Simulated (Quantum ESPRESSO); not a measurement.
**MgO (Periclase): the LO frequency by hand**

Wanted: the LO mode of MgO (Periclase) from the TO mode and the field response.

Method: DFT LDA, scalar-relativistic, plane waves, PseudoDojo norm-conserving pseudopotentials, in Quantum ESPRESSO 7.5.

The database entry behind the starting cell differs from later determinations by our own check (about 0.1 % long), so it need not match the best structure at ambient conditions.

### 1. The relaxed structure

Symmetry: Fm-3m, No. 225, cubic system. The conventional cell has a = 4.160 Å, b = 4.160 Å, c = 4.160 Å, α = 90.00°, β = 90.00°, γ = 90.00°. Mg has 6 O at 2.08 Å nearest. Nearest to O lie 6 Mg at 2.08 Å. Farther neighbours and most contacts between anions are not listed.

Coordinates:

```xyz
2
Lattice="-2.0802 0.0000 2.0802 0.0000 2.0802 2.0802 -2.0802 2.0802 0.0000" Properties=species:S:1:pos:R:3 pbc="T T T"
Mg    0.0000    0.0000    0.0000
O    -2.0802    2.0802    2.0802
```

This is the cell after its relaxation at this level of theory, not the database cell from which that began.

### 2. What the response run gave

A linear-response run on the relaxed cell, with the response to an electric field; only its zone-centre results are used. Cutoff 84 Ry, k mesh 12×12×12.

Log:

```text
[banners, grids, parts of the stress and lines that vanish by symmetry left out]
Program PHONON v.7.5
     Reading xml data from directory:

[...]
Exchange-correlation= PW
                           (   1   4   0   0   0   0   0)
[...]
(   8 q-points):
[...]
kinetic-energy cut-off    =      84.0000  Ry
     charge density cut-off    =     336.0000  Ry
     convergence threshold     =      1.0E-18
[...]
Exchange-correlation= PW
                           (   1   4   0   0   0   0   0)
[...]
q = (   0.0000000   0.0000000   0.0000000 )
     49 Sym.Ops. (with q -> -q+G )
     G cutoff =  526.0558  (  12627 G-vectors)     FFT grid: ( 36, 36, 36)
     number of k points=    72
[...]
Mode symmetry, O_h (m-3m)  point group:
[...]
Dielectric constant
[...]
End of electric fields calculation
          Dielectric constant in cartesian axis
          (       3.171331095       0.000000000      -0.000000000 )
          (      -0.000000000       3.171331095       0.000000000 )
          (      -0.000000000       0.000000000       3.171331095 )
          Effective charges (d Force / dE) in cartesian axis without acoustic sum rule applied (asr)
           atom    1  Mg    Mean Z*:        1.97186
      Ex  (        1.97186       -0.00000       -0.00000 )
      Ey  (       -0.00000        1.97186        0.00000 )
      Ez  (       -0.00000        0.00000        1.97186 )
           atom    2  O     Mean Z*:       -1.97159
      Ex  (       -1.97159        0.00000        0.00000 )
      Ey  (        0.00000       -1.97159       -0.00000 )
      Ez  (        0.00000       -0.00000       -1.97159 )
          Effective charges Sum: Mean:        0.00027
[...]
Effective charges (d Force / dE) in cartesian axis with asr applied:
           atom    1  Mg    Mean Z*:        1.97173
[...]
atom    2  O     Mean Z*:       -1.97173
[...]
Representation #   1 modes #   1   2   3
[...]
End of self-consistent calculation
     Convergence has been achieved
     Representation #   2 modes #   4   5   6
[...]
End of self-consistent calculation
     Convergence has been achieved
[...]
Dielectric constant in cartesian axis
          (       3.171331095       0.000000000      -0.000000000 )
          (      -0.000000000       3.171331095       0.000000000 )
          (      -0.000000000       0.000000000       3.171331095 )
          Effective charges (d Force / dE) in cartesian axis without acoustic sum rule applied (asr)
           atom    1  Mg    Mean Z*:        1.97186
[...]
Mode symmetry, C_s (m)     point group:
[...]
q = (    0.750000000  -0.250000000   0.750000000 )
[...]
Mode symmetry, C_s (m)     point group:
     freq (   1-   1) =        285.2  [cm-1]   --> A''
     freq (   2-   2) =        336.2  [cm-1]   --> A'
     freq (   3-   3) =        421.0  [cm-1]   --> A''
     freq (   4-   4) =        447.1  [cm-1]   --> A'
     freq (   5-   5) =        455.0  [cm-1]   --> A'
     freq (   6-   6) =        561.8  [cm-1]   --> A'
[...]
Mode symmetry, C_2v (mm2)  point group:
[...]
q = (    0.500000000   0.000000000   0.500000000 )
[...]
Mode symmetry, C_2v (mm2)  point group:
     freq (   1-   1) =        275.3  [cm-1]   --> B_1  D_3  S_3
     freq (   2-   2) =        324.3  [cm-1]   --> B_2  D_4  S_4
     freq (   3-   3) =        379.9  [cm-1]   --> B_1  D_3  S_3
     freq (   4-   4) =        419.8  [cm-1]   --> A_1  D_1  S_1
     freq (   5-   5) =        469.2  [cm-1]   --> B_2  D_4  S_4
     freq (   6-   6) =        593.2  [cm-1]   --> A_1  D_1  S_1
[...]
Mode symmetry, D_4h(4/mmm) point group:
[...]
Convergence has been achieved
[...]
Convergence has been achieved
[...]
Convergence has been achieved
[...]
Convergence has been achieved
[...]
q = (    0.000000000  -1.000000000   0.000000000 )
[...]
freq (    5) =      13.726795 [THz] =     457.876589 [cm-1]
     freq (    6) =      16.607312 [THz] =     553.960306 [cm-1]
[...]
Mode symmetry, D_4h(4/mmm) point group:
     freq (   1-   2) =        292.6  [cm-1]   --> E_u  X_5' M_5'
     freq (   3-   3) =        433.5  [cm-1]   --> A_2u X_4' M_4'
     freq (   4-   5) =        457.9  [cm-1]   --> E_u  X_5' M_5'
     freq (   6-   6) =        554.0  [cm-1]   --> A_2u X_4' M_4'
[...]
Mode symmetry, D_2d (-42m) point group:
[...]
Representation #   1 mode #   1
[...]
Convergence has been achieved
     Representation #   2 mode #   2
[...]
Convergence has been achieved
     Representation #   3 modes #   3   4
[...]
End of self-consistent calculation
     Convergence has been achieved
     Representation #   4 modes #   5   6
[...]
End of self-consistent calculation
     Convergence has been achieved
[...]
q = (   -0.500000000  -1.000000000   0.000000000 )
[...]
freq (    1) =      10.593885 [THz] =     353.373954 [cm-1]
     freq (    2) =      11.472027 [THz] =     382.665629 [cm-1]
     freq (    3) =      11.472027 [THz] =     382.665629 [cm-1]
     freq (    4) =      13.475595 [THz] =     449.497465 [cm-1]
     freq (    5) =      15.195243 [THz] =     506.858747 [cm-1]
     freq (    6) =      15.195243 [THz] =     506.858747 [cm-1]
[...]
Mode symmetry, D_2d (-42m) point group:
     freq (   1-   1) =        353.4  [cm-1]   --> B_2  X_3  W_2
     freq (   2-   3) =        382.7  [cm-1]   --> E    X_5  W_3
     freq (   4-   4) =        449.5  [cm-1]   --> A_1  X_1  W_1
     freq (   5-   6) =        506.9  [cm-1]   --> E    X_5  W_3

   JOB DONE.
```

```
                       quantity   value
             cell volume Ω (Å³)  18.002
                 mass of Mg (u)  24.305
                  mass of O (u)  15.999
     Born charge of Mg, raw (e)   1.972
      Born charge of O, raw (e)  -1.972
                             ε∞   3.171
ω(TO) after the sum rule (cm⁻¹)   409.2
```

### 3. The calculation

The charges must sum to zero over the cell; taking off their mean, 0.000 e, leaves Z* = 1.972 e on Mg. In the polar mode Mg moves against O, so the reduced mass is μ = 24.30 × 16.00 / 40.30 = 9.648 u.

A longitudinal wave builds up a field that adds to the restoring force: ω(LO)² = ω(TO)² + 4π Z*² / (μ Ω ε∞), in Hartree atomic units. With μ = 17587 electron masses and Ω = 121.48 bohr³ the second term is 7.2104e-06 Ha², or 347317 cm⁻² (1 Ha = 219474.6 cm⁻¹).

So ω(LO) = √(167412 + 347317) = 717.4 cm⁻¹, and by the Lyddane-Sachs-Teller relation ε₀ = ε∞ (ω(LO)/ω(TO))² = 9.75.

### 4. Check against the program

The analysis program adds the same non-analytic term to the full matrix, here for q along (1 0 0).

Log:

```text
[banner, memory and clock lines left out]
Program DYNMAT v.7.5

     Reading Dynamical Matrix from file x.dyn1
     ...Force constants read
     ...epsilon and Z* read

     Polarizability (A^3 units)
     multiply by 0.580121 for Clausius-Mossotti correction
         3.110556   -0.000000   -0.000000
         0.000000    3.110556    0.000000
        -0.000000    0.000000    3.110556

     IR activities are in (D/A)^2/amu units

# mode   [cm-1]    [THz]      IR
    1     -0.00   -0.0000    0.0000
    2     -0.00   -0.0000    0.0000
    3     -0.00   -0.0000    0.0000
    4    409.16   12.2664    9.2965
    5    409.16   12.2664    9.2965
    6    717.44   21.5083    9.2965
```

ε₀ comes from the program's run without a direction of q.

| quantity | by hand | program |
| --- | --- | --- |
| ω(LO) (cm⁻¹) | 717.4 | 717.4 |
| ε₀ | 9.75 | 9.75 |

### 5. Outcome

```yaml
to_mode: 409.2 cm⁻¹
lo_mode: 717.4 cm⁻¹
static_dielectric_constant: 9.750
```

What this shows: The LO mode of MgO (Periclase) lies at 717 cm⁻¹, 308 cm⁻¹ above the TO mode; the formula meets the program within 0.1 cm⁻¹, as it must for a cubic crystal with one polar mode. ω(LO)² − ω(TO)² goes with Z*²/ε∞: an error of 5 % in ε∞ would move the LO mode by 11.6 cm⁻¹, and semilocal functionals tend to overestimate ε∞. These are harmonic values at zero temperature, at the volume of this functional, for the structure held cubic; stability elsewhere in the zone is no part of this calculation.

[Host names and launcher messages were left out of these logs when they were recorded.]

[Logs are printed without paths, hosts, clocks, repeated set-up lines and the standing remarks that a program may print on its own settings, such as how far it seeks lower states.]

[Hosts, paths, dates, database ids (printed as entryN), source tags and the programs' standing remarks are cut or masked in the printed files.]
